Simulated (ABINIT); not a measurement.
# Te2Mo (P6_3/mmc): G0W0 in ABINIT against the screening cutoff in the self-energy, part 2 of 2

Aim: move the screening cutoff in the self-energy of a G0W0 run on Te2Mo (P6_3/mmc) over a wide range.

ABINIT 10.8.3; PBE and many-body steps on it, plane waves. Known limits of the many-body steps: not at the basis limit; exchange with frozen shells missing; no spin-orbit coupling; coarse k mesh.

So far. Step 5 (2.3 Ha): The gap on the mesh goes from 0.96 eV to 1.44 eV, a correction of +0.49 eV. Step 6 (3.2 Ha): Against the run before, the gap moves by +0.032 eV.

## (7) 4.9 Ha

Level of this step: G0W0 on PBE, plane waves, norm-conserving pseudopotentials (ABINIT).

Input file run.abi:

```
acell 3*1.0 Angstrom
rprim 
  3.518200000003 -0.000000000001 0.000000000000
  -1.759100000001 3.046850575598 0.000000000000
  0.000000000000 0.000000000000 13.973600000000
ntypat 2
znucl 52 42
natom 6
typat 1 1 1 1 2 2
xred 
  0.333333333333 0.666666666667 0.621000000000
  0.666666666667 0.333333333333 0.121000000000
  0.333333333333 0.666666666667 0.879000000000
  0.666666666667 0.333333333333 0.379000000000
  0.333333333333 0.666666666667 0.250000000000
  0.666666666667 0.333333333333 0.750000000000
pp_dirpath "pseudos"
pseudos "Te.upf, Mo.upf"
ecut 36
ngkpt 3 3 1
nshiftk 1
shiftk 0 0 0
kptopt 1
chksymbreak 0
istwfk *1
occopt 1
irdwfk 1
optdriver 4
nband 386
gwcalctyp 0
ecutsigx 36
symsigma 1
nkptgw 2
kptgw 
  0.0000000000 0.0000000000 0.0000000000
  0.3333333333 0.3333333333 0.0000000000
bdgw 
  45 48
  45 48
ecuteps 4.9
irdscr 1
ppmodel 1
indata_prefix "in"
outdata_prefix "out"
tmpdata_prefix "tmp"
```

Command:

```
$ OMP_NUM_THREADS=1 mpirun -n 8 abinit run.abi > log
```

Output:

```text
.Version 10.8.3 of ABINIT. v10.8.2 released Aug 2026.

 Symmetries : space group P6_3/m m c (#194); Bravais hP (primitive hexag.)
[... echo of the input left out ...]
== DATASET  1 ==================================================================
-   mpi_nproc: 8, omp_nthreads: 1 (-1 if OMP is not activated)

--- !DatasetInfo
iteration_state: {dtset: 1, }
dimensions: {natom: 6, nkpt: 3, mband: 386, nsppol: 1, nspinor: 1, nspden: 1, mpw: 10515, }
cutoff_energies: {ecut:  36.0, pawecutdg:  -1.0, }
[...]
Band     E0 <VxcDFT>   SigX SigC(E0)      Z dSigC/dE  Sig(E)    E-E0       E
[...]
47   8.943 -16.955 -12.267  -4.206   0.764  -0.309 -16.587   0.368   9.311
       48   8.943 -16.955 -12.267  -4.206   0.764  -0.309 -16.587   0.368   9.311

== END DATASET(S) ==============================================================
================================================================================

 -outvars: echo values of variables after computation  --------
           etotal      0.0000000000E+00
            nband         386
             nkpt           3
          spgroup         194
 [... the other variables as echoed above ...]

 Calculation completed.
```

The job ended after 46 s (8 MPI ranks of Intel Xeon Platinum 8488C (Sapphire Rapids), shared host; peak memory 2.7 GiB).

This step gave:

```
G0W0 gap on the points computed              : 1.495 eV
starting gap on the mesh                     : 0.9565 eV
k of the valence top                         : 0.3333, 0.3333, 0
k of the conduction bottom                   : 0.3333, 0.3333, 0
least direct G0W0 gap on the computed points : 1.495 eV
```

Against the run before, the gap moves by +0.019 eV.

## (8) 6.5 Ha

run.abi: that of step 7 with these lines changed.

```diff
@@ -39,3 +39,3 @@
   45 48
-ecuteps 4.9
+ecuteps 6.5
 irdscr 1
```

Output:

```text
.Version 10.8.3 of ABINIT. v10.8.2 released Aug 2026.

 Symmetries : space group P6_3/m m c (#194); Bravais hP (primitive hexag.)
[... echo of the input left out ...]
== DATASET  1 ==================================================================
-   mpi_nproc: 8, omp_nthreads: 1 (-1 if OMP is not activated)

--- !DatasetInfo
iteration_state: {dtset: 1, }
dimensions: {natom: 6, nkpt: 3, mband: 386, nsppol: 1, nspinor: 1, nspden: 1, mpw: 10515, }
cutoff_energies: {ecut:  36.0, pawecutdg:  -1.0, }
[...]
Band     E0 <VxcDFT>   SigX SigC(E0)      Z dSigC/dE  Sig(E)    E-E0       E
[...]
47   8.943 -16.955 -12.267  -4.208   0.762  -0.312 -16.589   0.365   9.309
       48   8.943 -16.955 -12.267  -4.208   0.762  -0.312 -16.589   0.365   9.309

== END DATASET(S) ==============================================================
================================================================================

 -outvars: echo values of variables after computation  --------
           etotal      0.0000000000E+00
            nband         386
             nkpt           3
          spgroup         194
 [... the other variables as echoed above ...]

 Calculation completed.
```

Wall time 81 s (8 MPI ranks); peak memory 3.4 GiB.

This step gave:

```
G0W0 gap on the points computed              : 1.502 eV
starting gap on the mesh                     : 0.9565 eV
k of the valence top                         : 0, 0, 0
k of the conduction bottom                   : 0.3333, 0.3333, 0
least direct G0W0 gap on the computed points : 1.502 eV
```

Against the run before, the gap moves by +0.007 eV.

## (9) The runs together

Times are wall times on 8 MPI ranks of Intel Xeon Platinum 8488C (Sapphire Rapids), shared host, good to a factor of about two. A run's time includes the screening step that it read.

```csv
run,mesh,bands,screening cutoff (eV),DFT gap (eV),gap on the mesh (eV),direct (eV),ε∞ used,time
0.7 Ha,3×3×1,386,19,0.956,1.571,1.591,20.28,4.6 min
1.3 Ha,3×3×1,386,35.4,0.956,1.452,1.484,20.28,4.6 min
2.3 Ha,3×3×1,386,62.6,0.956,1.444,1.475,20.28,4.6 min
3.2 Ha,3×3×1,386,87.1,0.956,1.476,1.476,20.28,4.6 min
4.9 Ha,3×3×1,386,133.3,0.956,1.495,1.495,20.28,5.2 min
6.5 Ha,3×3×1,386,176.9,0.956,1.502,1.502,20.28,5.7 min
```

## (10) Outcome

| Property | Result |
| --- | --- |
| 0.7 Ha | 1.571 eV |
| 1.3 Ha | 1.452 eV |
| 2.3 Ha | 1.444 eV |
| 3.2 Ha | 1.476 eV |
| 4.9 Ha | 1.495 eV |
| 6.5 Ha | 1.502 eV |
| known limits | not at the basis limit; exchange with frozen shells missing; no spin-orbit coupling; coarse k mesh |

The setting moved: screening cutoff in the self-energy. From 0.7 Ha to 6.5 Ha the gap moves by −0.07 eV, not steadily: it passes through 1.44 eV. It holds to 0.03 eV from 3.2 Ha on. Bands and screening cutoff are coupled, so a series along one setting does not show full convergence. Bands and cutoff are finite, so the gap is not at the basis limit. The miss can reach some tenths of an eV and take either sign; the mesh is an error of its own. In the first G0W0 run levels were corrected at 2 k points alone, so a gap called «on the mesh» is the least over those, and an edge elsewhere would be missed. The 3×3×1 mesh is coarse for this cell, which bears on the long-range parts of exchange and screening. The norm-conserving file of at least one element keeps a d shell over frozen s and p shells of the same row. Exchange with those shells is missing from the self-energy, an error of 0.3 to 0.9 eV in cases checked, whose sign depends on which edge lies on those atoms. The many-body steps are scalar-relativistic: spin-orbit coupling is not in them.

[Paths, hosts, dates, memory and timing lines, banners, echoed tables and standing remarks are left out of the program output.]

[Logs are printed without paths, hosts, clocks, repeated set-up lines and the standing remarks that a program may print on its own settings, such as how far it seeks lower states.]

[Runs of the session that timed out or met a known fault of the program may be left out.]

[No measured gap is set beside runs whose start may be inverted or whose files or cutoffs have a known fault.]

[Hosts, paths, dates, database ids (printed as entryN), source tags and the programs' standing remarks are cut or masked in the printed files.]

[G0W0 gaps are taken among the corrected bands and points alone; a level outside them can change the order at an edge.]

[Where Ansatz stands beside ABINIT at settings called matched, ABINIT's density can come from a denser mesh and the files from another edition; pairs whose starting gaps differed by over 0.03 eV were left out, so agreement reads better than it is.]
